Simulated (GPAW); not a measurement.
# Cl/Ti(0001): work function by functional and basis

How far do functional and basis move the work function of Cl/Ti(0001)?

Program: GPAW 26.7.0. Level of theory: GPAW, PAW setups; slab in vacuum, relaxation, in the first sound run; inputs show where later runs differ. Results are calculated unless marked as measured.

Report form: the programs' logs are mostly left out.

**1. The starting structure**

The cell holds 5 atoms: 4 Ti and 1 Cl. Its edges and angles: a = 2.950 Å, b = 2.950 Å, c = 23.187 Å, α = 90.0°, β = 90.0°, γ = 60.0°. Vacuum lies along c.

**2. Relaxing the atoms**

The atoms are relaxed first, since the surface dipole, and with it the work function, follows the positions of the outer layers. The lowest 2 atoms are held at bulk positions and keep their forces.

Input file run.py:

```python
import json
import numpy as np
from ase import Atoms
from ase.constraints import FixAtoms
from ase.optimize import BFGS
from gpaw import GPAW, PW

slab = Atoms(
    ['Ti', 'Ti', 'Ti', 'Ti', 'Cl'],
    positions=[
        [2.95000, 1.70318, 7.00000],
        [0.00000, 0.00000, 9.34230],
        [2.95000, 1.70318, 11.68460],
        [0.00000, 0.00000, 14.02690],
        [2.95000, 1.70318, 16.18726]],
    cell=[[2.95, 0.0, 0.0], [1.475, 2.55477, 0.0], [0.0, 0.0, 23.18726]],
    pbc=[True, True, False])

slab.calc = GPAW(mode=PW(400), xc='PBE', kpts={'size': (12, 12, 1), 'gamma': True},
                 occupations={'name': 'fermi-dirac', 'width': 0.1}, nbands='160%',
                 convergence={'density': 1e-05}, maxiter=200,
                 poissonsolver={'dipolelayer': 'xy'},
                 symmetry={'tolerance': 1e-3, 'extra_ids': [1, 1, 0, 0, 0]}, txt='slab.txt')
result = {}
slab.set_constraint(FixAtoms([0, 1]))
path = []
opt = BFGS(slab, maxstep=0.2)
opt.attach(lambda: path.append((slab.get_potential_energy(), slab.positions.tolist(), slab.get_forces().tolist())))
result['relaxed'] = bool(opt.run(fmax=0.03, steps=40))
result['path'] = path
energy = slab.get_potential_energy()
fermi = slab.calc.get_fermi_level()
v = slab.calc.get_electrostatic_potential().mean((0, 1)) - fermi
n = slab.calc.get_pseudo_density().mean((0, 1))
L = slab.cell[2, 2]
z = np.arange(len(v)) * L / len(v)
low, high = slab.positions[:, 2].min(), slab.positions[:, 2].max()
below, above = np.interp([low - 4.8, high + 4.8], z, v)
slopes = [np.interp(x, z, np.gradient(v, z)) for x in (low - 4.8, high + 4.8)]
eps = np.array([[slab.calc.get_eigenvalues(k, s) for k in range(len(slab.calc.get_ibz_k_points()))]
                for s in range(slab.calc.get_number_of_spins())]) - fermi
top, bottom = eps[eps < 0].max(), eps[eps > 0].min()
dipole = slab.get_dipole_moment()[2]
print(f'energy {energy:.4f} eV, Fermi level {fermi:.4f} eV, dipole {dipole:.5f} e A')
print(f'potential 4.8 A off the faces, from the Fermi level: lower {below:.4f} eV, upper {above:.4f} eV')
print(f'slope of the potential there: lower {slopes[0]:.5f}, upper {slopes[1]:.5f} eV/A')
print(f'nearest levels on the mesh: {top:.4f} and {bottom:.4f} eV')
print('magnetic moment', round(slab.get_magnetic_moment(), 3))
result.update(energy=energy, fermi=fermi, dipole=dipole, below=below, above=above, slopes=slopes, edges=[top, bottom],
              z=z.tolist(), v=v.tolist(), n=n.tolist(), positions=slab.positions.tolist(),
              forces=slab.get_forces(apply_constraint=False).tolist(), moments=slab.get_magnetic_moments().tolist())
json.dump(result, open('result.json', 'w'))
```

Launch:

```bash
$ OMP_NUM_THREADS=1 OPENBLAS_NUM_THREADS=1 python run.py
```

It took 24 min on 1 thread of Arm Neoverse V1, shared host; peak memory 0.22 GiB.

This run has no spin polarisation, although Ti can carry a moment.

Relaxation path:

```csv
step,energy less that of the first step (eV),largest force (eV/Å)
1,0.0000,2.6763
2,-0.1746,2.4864
3,-0.6372,0.5353
4,-0.6438,0.4112
5,-0.6540,0.3609
6,-0.6904,0.3904
7,-0.6940,0.2090
8,-0.6957,0.0950
9,-0.6964,0.1103
10,-0.6990,0.1507
11,-0.7034,0.1792
12,-0.7101,0.1960
13,-0.7141,0.1444
14,-0.7149,0.0400
15,-0.7149,0.0024
```

The atoms that moved most (Å):

```csv
atom,dx,dy,dz,length
Cl5,0.000,0.000,-0.453,0.453
Ti3,0.000,0.000,0.028,0.028
Ti4,0.000,0.000,-0.022,0.022
```

Final coordinates:

```cif
data_structure
_symmetry_space_group_name_H-M 'P 1'
_symmetry_Int_Tables_number 1
_cell_length_a 2.9500
_cell_length_b 2.9500
_cell_length_c 23.1873
_cell_angle_alpha 90.000
_cell_angle_beta 90.000
_cell_angle_gamma 60.000
_cell_volume 174.75
loop_
_atom_site_label
_atom_site_type_symbol
_atom_site_fract_x
_atom_site_fract_y
_atom_site_fract_z
_atom_site_occupancy
Ti1 Ti 0.66667 0.66667 0.30189 1
Ti2 Ti 0.00000 0.00000 0.40291 1
Ti3 Ti 0.66667 0.66667 0.50513 1
Ti4 Ti 0.00000 0.00000 0.60399 1
Cl5 Cl 0.66667 0.66667 0.67859 1
```

This step gave:

```yaml
dipole_along_the_normal: 0.003191 e·Å
levels_nearest_the_fermi_level_on_the_mesh: -0.02085, 0.03245 eV from the Fermi level
upper_work_function: 4.333 eV
lower_work_function: 4.406 eV
```

Electrostatic potential energy of an electron (without an applied field's), less the Fermi level, planar mean against z:

z (Å), electrostatic potential energy of an electron (without an applied field's), less the Fermi level, planar mean (eV) and a bar from the least value:
```
      0.0        4.4 ##############################
      0.5        4.4 ##############################
      1.0        4.4 ##############################
      1.5        4.4 ##############################
      2.0        4.4 ##############################
      2.5        4.4 ##############################
      3.0        4.4 ##############################
      3.5        4.4 ##############################
      4.0        4.3 ##############################
      4.5        4.2 ##############################
      5.0        3.8 #############################
      5.5        2.5 ############################
      6.0       -0.7 ########################
      6.5       -9.5 #############
      7.0      -19.6 
      7.5       -8.9 #############
      8.0       -0.8 ########################
      8.5       -2.1 ######################
      9.0      -13.3 ########
      9.5      -17.8 ##
     10.0       -5.2 ##################
     10.5       -0.3 ########################
     11.0       -4.3 ###################
     11.5      -16.8 ####
     12.0      -14.8 ######
     12.5       -2.9 #####################
     13.0       -0.8 #######################
     13.5       -8.7 ##############
     14.0      -19.6 
     14.5      -10.2 ############
     15.0       -4.6 ###################
     15.5      -17.5 ###
     16.0      -15.5 #####
     16.5        0.0 ########################
     17.0        3.5 #############################
     17.5        4.2 ##############################
     18.0        4.3 ##############################
     18.5        4.3 ##############################
     19.0        4.3 ##############################
     19.5        4.3 ##############################
     20.0        4.3 ##############################
     20.5        4.3 ##############################
     21.0        4.3 ##############################
     21.5        4.3 ##############################
     22.0        4.3 ##############################
     22.5        4.3 ##############################
     23.0        4.4 ##############################
```

The pseudo valence density, planar mean oscillates, so the rows of the table below give means over windows of 2.25 Å about each position, cut where the curve ends. Its maxima inside the range that stand out by 2 % of the span (Å: e/Å³): 7.1: 1.57, 9.4: 1.54, 11.8: 1.55, 14.0: 1.61, 15.5: 0.661. Its minima: 8.2: 0.191, 10.5: 0.183, 12.9: 0.201, 14.8: 0.374.

Table of pseudo valence density, planar mean by z; means over each step:

```csv
z (Å),"pseudo valence density, planar mean (e/Å³)"
1.12,7.7e-6
3.38,0.00119
5.62,0.197
7.88,0.661
10.12,0.665
12.38,0.692
14.62,0.821
16.88,0.206
19.12,2.4e-4
21.38,0
```

The relaxation lowered the energy of the cell by 0.715 eV (energies extrapolated to zero smearing; the optimiser's log prints free energies). The largest force left on a free atom is 0.0024 eV/Å.

**3. The slab's potential**

With the geometry fixed, the planar mean of the potential gives the vacuum level on each side.

This step: GPAW, PAW setups; slab in vacuum (GPAW 26.7.0).

run.py: that of step 2 with these lines changed.

```diff
@@ -3,4 +3,2 @@
 from ase import Atoms
-from ase.constraints import FixAtoms
-from ase.optimize import BFGS
 from gpaw import GPAW, PW
@@ -12,5 +10,5 @@
         [0.00000, 0.00000, 9.34230],
-        [2.95000, 1.70318, 11.68460],
-        [0.00000, 0.00000, 14.02690],
-        [2.95000, 1.70318, 16.18726]],
+        [2.95000, 1.70318, 11.71263],
+        [0.00000, -0.00000, 14.00487],
+        [2.95000, 1.70318, 15.73467]],
     cell=[[2.95, 0.0, 0.0], [1.475, 2.55477, 0.0], [0.0, 0.0, 23.18726]],
@@ -22,10 +20,4 @@
                  poissonsolver={'dipolelayer': 'xy'},
-                 symmetry={'tolerance': 1e-3, 'extra_ids': [1, 1, 0, 0, 0]}, txt='slab.txt')
+                 symmetry={'tolerance': 1e-3}, txt='slab.txt')
 result = {}
-slab.set_constraint(FixAtoms([0, 1]))
-path = []
-opt = BFGS(slab, maxstep=0.2)
-opt.attach(lambda: path.append((slab.get_potential_energy(), slab.positions.tolist(), slab.get_forces().tolist())))
-result['relaxed'] = bool(opt.run(fmax=0.03, steps=40))
-result['path'] = path
 energy = slab.get_potential_energy()
```

Wall time 2.1 min (1 thread); peak memory 0.21 GiB.

Numbers from this step:

```yaml
dipole_along_the_normal: 0.003163 e·Å
levels_nearest_the_fermi_level_on_the_mesh: -0.02085, 0.03246 eV from the Fermi level
lower_work_function: 4.407 eV
```

The electrostatic potential energy of an electron (without an applied field's), less the Fermi level, planar mean oscillates, so the rows of the table below give means over windows of 2.36 Å about each position, cut where the curve ends. Its maxima inside the range that stand out by 2 % of the span (Å: eV): 8.2: -0.191, 10.5: -0.241, 12.9: -0.443, 14.9: -4.38. Its minima: 7.0: -19.7, 9.3: -19.5, 11.7: -19.5, 14.1: -19.7, 15.8: -23.0.

The electrostatic potential energy of an electron (without an applied field's), less the Fermi level, planar mean by z; means over each step:

```csv
z (Å),"electrostatic potential energy of an electron (without an applied field's), less the Fermi level, planar mean (eV)"
1.18,4.40
3.54,4.34
5.90,-3.50
8.26,-8.33
10.62,-8.19
12.98,-8.78
15.34,-11.1
17.70,3.82
20.06,4.33
22.42,4.33
```

The pseudo valence density, planar mean oscillates, so the rows of the table below give means over windows of 2.25 Å about each position, cut where the curve ends. Its maxima inside the range that stand out by 2 % of the span (Å: e/Å³): 7.1: 1.57, 9.4: 1.54, 11.8: 1.55, 14.0: 1.61, 15.5: 0.661. Its minima: 8.2: 0.191, 10.5: 0.183, 12.9: 0.201, 14.8: 0.374.

Pseudo valence density, planar mean against z; means over each step:

```csv
z (Å),"pseudo valence density, planar mean (e/Å³)"
1.12,7.7e-6
3.38,0.00119
5.62,0.197
7.88,0.661
10.12,0.665
12.38,0.692
14.62,0.821
16.88,0.206
19.12,2.5e-4
21.38,0
```

Force by atom:

```csv
atom,x (eV/Å),y (eV/Å),z (eV/Å),size
Ti1,0.000,0.000,0.537,0.537
Ti2,0.000,0.000,-0.541,0.541
Ti3,0.000,0.000,-0.001,0.001
Ti4,0.000,0.000,0.001,0.001
Cl5,0.000,0.000,0.003,0.003
```

The potential is flat to 0.003 eV/Å where it is read, so the vacuum is wide enough.

**4. Self-consistent run: xc = "LDA"**

The same geometry under LDA, to see how far the functional moves the levels against the vacuum.

run.py: that of step 3 with these lines changed.

```diff
@@ -16,3 +16,3 @@
 
-slab.calc = GPAW(mode=PW(400), xc='PBE', kpts={'size': (12, 12, 1), 'gamma': True},
+slab.calc = GPAW(mode=PW(400), xc='LDA', kpts={'size': (12, 12, 1), 'gamma': True},
                  occupations={'name': 'fermi-dirac', 'width': 0.1}, nbands='160%',
```

It took 2 min on 1 thread; peak memory 0.21 GiB.

Numbers from this step:

```
dipole along the normal                    : -0.001083 e·Å
levels nearest the Fermi level on the mesh : -0.02379, 0.03406 eV from the Fermi level
upper work function                        : 4.616 eV
lower work function                        : 4.589 eV
```

The electrostatic potential energy of an electron (without an applied field's), less the Fermi level, planar mean oscillates, so the rows of the table below give means over windows of 2.36 Å about each position, cut where the curve ends. Its maxima inside the range that stand out by 2 % of the span (Å: eV): 8.2: 0.105, 10.5: 0.0628, 12.9: -0.139, 14.9: -4.04. Its minima: 7.0: -19.4, 9.3: -19.2, 11.7: -19.2, 14.1: -19.3, 15.8: -22.8.

Electrostatic potential energy of an electron (without an applied field's), less the Fermi level, planar mean against z; means over each step:

z (Å), electrostatic potential energy of an electron (without an applied field's), less the Fermi level, planar mean (eV) and a bar from the least value:
```
     1.18        4.6 ##############################
     3.54        4.5 ##############################
     5.90       -3.3 ###############
     8.26       -8.0 #####
    10.62       -7.9 ######
    12.98       -8.5 #####
    15.34      -10.8 
    17.70        4.1 #############################
    20.06        4.6 ##############################
    22.42        4.6 ##############################
```

The pseudo valence density, planar mean oscillates, so the rows of the table below give means over windows of 2.25 Å about each position, cut where the curve ends. Its maxima inside the range that stand out by 2 % of the span (Å: e/Å³): 7.1: 1.57, 9.4: 1.54, 11.8: 1.55, 14.0: 1.61, 15.5: 0.660. Its minima: 8.2: 0.189, 10.5: 0.182, 12.9: 0.199, 14.8: 0.376.

The pseudo valence density, planar mean by z; means over each step:

z (Å), pseudo valence density, planar mean (e/Å³) and a bar:
```
     1.12       0.00 
     3.38       0.00 
     5.62       0.20 #######
     7.88       0.66 ########################
    10.12       0.67 ########################
    12.38       0.69 #########################
    14.62       0.82 ##############################
    16.88       0.21 ########
    19.12       0.00 
    21.38       0.00
```

Force by atom:

```csv
atom,x (eV/Å),y (eV/Å),z (eV/Å),size
Ti1,0.000,0.000,0.934,0.934
Ti2,0.000,0.000,-0.544,0.544
Ti3,0.000,0.000,0.003,0.003
Ti4,0.000,0.000,0.236,0.236
Cl5,0.000,0.000,-0.629,0.629
```

The upper face's work function is 4.616 eV, against 4.333 eV in the first plane-wave PBE run at this geometry.

**5. OptPBE vdW: xc = "optPBE-vdW"**

The same geometry under optPBE-vdW, to see how far the functional moves the levels against the vacuum (the van der Waals functionals take revPBE setups).

run.py: that of step 4 with these lines changed.

```diff
@@ -16,3 +16,3 @@
 
-slab.calc = GPAW(mode=PW(400), xc='LDA', kpts={'size': (12, 12, 1), 'gamma': True},
+slab.calc = GPAW(mode=PW(400), xc='optPBE-vdW', kpts={'size': (12, 12, 1), 'gamma': True},
                  occupations={'name': 'fermi-dirac', 'width': 0.1}, nbands='160%',
```

Elapsed: 2.4 min, on 1 thread; peak memory 0.33 GiB.

This step gave:

* dipole along the normal: -0.002757 e·Å
* levels nearest the Fermi level on the mesh: -0.02791, 0.03966 eV from the Fermi level
* upper work function: 4.617 eV
* lower work function: 4.548 eV

The upper face's work function is 4.617 eV, against 4.333 eV in the first plane-wave PBE run at this geometry.

**6. Self-consistent run: xc = "RPBE"**

The same geometry under RPBE, to see how far the functional moves the levels against the vacuum.

run.py: that of step 5 with these lines changed.

```diff
@@ -16,3 +16,3 @@
 
-slab.calc = GPAW(mode=PW(400), xc='optPBE-vdW', kpts={'size': (12, 12, 1), 'gamma': True},
+slab.calc = GPAW(mode=PW(400), xc='RPBE', kpts={'size': (12, 12, 1), 'gamma': True},
                  occupations={'name': 'fermi-dirac', 'width': 0.1}, nbands='160%',
```

The job ended after 2.2 min (1 thread; peak memory 0.21 GiB).

Numbers from this step:

```
dipole along the normal                    : 0.003234 e·Å
levels nearest the Fermi level on the mesh : -0.01851, 0.02741 eV from the Fermi level
upper work function                        : 4.220 eV
lower work function                        : 4.296 eV
```

The upper face's work function is 4.220 eV, against 4.333 eV in the first plane-wave PBE run at this geometry.

**7. Self-consistent run: xc = "revPBE"**

The same geometry under revPBE, to see how far the functional moves the levels against the vacuum.

run.py: that of step 6 with these lines changed.

```diff
@@ -16,3 +16,3 @@
 
-slab.calc = GPAW(mode=PW(400), xc='RPBE', kpts={'size': (12, 12, 1), 'gamma': True},
+slab.calc = GPAW(mode=PW(400), xc='revPBE', kpts={'size': (12, 12, 1), 'gamma': True},
                  occupations={'name': 'fermi-dirac', 'width': 0.1}, nbands='160%',
```

Elapsed: 2.2 min, on 1 thread; peak memory 0.21 GiB.

Numbers from this step:

| Item | Value |
| --- | --- |
| dipole along the normal | 0.003738 e·Å |
| levels nearest the Fermi level on the mesh | -0.01917, 0.02831 eV from the Fermi level |
| upper work function | 4.218 eV |
| lower work function | 4.306 eV |

The upper face's work function is 4.218 eV, against 4.333 eV in the first plane-wave PBE run at this geometry.

(Continued in part 2 of 2.)

[Logs are printed without paths, hosts, clocks, repeated set-up lines and the standing remarks that a program may print on its own settings, such as how far it seeks lower states.]

[Hosts, paths, dates, database ids (printed as entryN), source tags and the programs' standing remarks are cut or masked in the printed files.]
